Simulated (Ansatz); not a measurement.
Rows from a G0W0 calculation on La2O3 (P-3m1) (Ansatz 0.2.0; G0W0 on PBE, plane waves, PAW; PAW set soft_1; 6×6×2 mesh, 605 empty bands, screening to 220 eV, PAW set soft_1 files), in eV. Spin-orbit coupling is left out.

| row | k | band | start | Σx | Σc at the solution | Vxc |
| --- | --- | --- | --- | --- | --- | --- |
| A | (0.000, -0.500, -0.500) | v1 | 9.644 | -25.145 | 4.079 | -20.348 |
| B | (0.333, 0.333, 0.000) | v1 | 9.536 | -25.632 | 3.976 | -20.921 |
| C | (0.000, -0.500, -0.500) | c2 | 14.238 | -13.986 | -6.778 | -23.090 |
| D | (0.000, -0.500, -0.500) | c1 | 14.017 | -13.858 | -6.726 | -22.867 |
| E | (0.333, 0.333, 0.000) | c2 | 14.350 | -14.643 | -7.430 | -24.631 |
| F | (0.333, 0.333, 0.000) | c1 | 13.504 | -9.219 | -4.724 | -14.841 |

Q: Give the quasiparticle energies and the shift of each level.

The quasiparticle equation reads E = start + Σx + Σc(E) − Vxc.

| row | E (eV) | shift (eV) |
| --- | --- | --- |
| A | 8.926 | −0.718 |
| B | 8.802 | −0.735 |
| C | 16.564 | +2.326 |
| D | 16.299 | +2.282 |
| E | 16.909 | +2.559 |
| F | 14.401 | +0.898 |

The gap over the computed points goes from 3.84 eV to 5.48 eV.

Limits: not at the basis limit; f levels unsure; no spin-orbit coupling; coarse k mesh.

[Runs of the session that timed out or met a known fault of the program may be left out.]

[Cells called generated may have been cut or substituted from an entry of the Crystallography Open Database or the Materials Project.]

[Hosts, paths, dates, database ids (printed as entryN), source tags and the programs' standing remarks are cut or masked in the printed files.]
